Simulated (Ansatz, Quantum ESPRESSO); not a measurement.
# WSi2 [001], C11b: pulling along c

The c axis is held at a set length while the cell relaxes sideways. How do the lateral strain and the stress follow? The strained cell has c along the load; unstrained it is a = 3.2018 Å, b = 3.2018 Å, c = 7.8129 Å, α = 90.00°, β = 90.00°, γ = 90.00°, with 6 atoms.

Calculated with Quantum ESPRESSO 7.5, PBEsol, GBRV 1.5 ultrasoft potentials, cutoff 680 eV, Fermi–Dirac smearing 0.05 eV, k-mesh 14×14×6, no spin polarisation, no spin-orbit coupling.

Relaxed positions at 0 %:

```csv
atom,x,y,z
W,0.0000,0.0000,0.0000
W,0.5000,0.5000,0.5000
Si,0.0000,0.0000,0.3345
Si,0.0000,0.0000,0.6655
Si,0.5000,0.5000,0.8345
Si,0.5000,0.5000,0.1655
```

```
ε_c (%)   a (Å)   c (Å)  ε_a (%)  σ (GPa, tension positive)
     −3  3.2193  7.5785    0.546                     −18.00
     −1  3.2075  7.7348    0.178                      −5.53
      0  3.2018  7.8129    0.000                      −0.01
      1  3.1963  7.8910   −0.171                       5.01
      2  3.1907  7.9692   −0.347                       9.55
      3  3.1851  8.0473   −0.521                      13.63
```

**Question.** Fit both responses and give the free strain and the stress at −2 %, a row left out above.

Least squares with y = y0 + y1 ε + y2 ε² (ε in %) gives ε_a = 0.002 + (−0.1774) ε + (0.0012) ε² and σ = −0.02 + (5.271) ε + (−0.241) ε² GPa. The linear terms put the ratio of free to applied strain at −0.177 and the Young modulus at 527 GPa.

At −2 % the free strain comes out as 0.361 %. The run itself gives 0.360 %, so the estimate misses by 0.001 %, a rounding's worth.

The stress comes out as −11.52 GPa. The run itself gives −11.52 GPa, so the estimate misses by 0.00 GPa, a rounding's worth.

The negative ε² term means that the crystal stiffens in compression and softens in tension.

The same fit over all rows at other levels or in other programs gives the strain ratio = −0.177 with PBEsol (Ansatz) and −0.175 with PBEsol (Quantum ESPRESSO, PseudoDojo).

[Logs are printed without paths, hosts, clocks, repeated set-up lines and the standing remarks that a program may print on its own settings, such as how far it seeks lower states.]
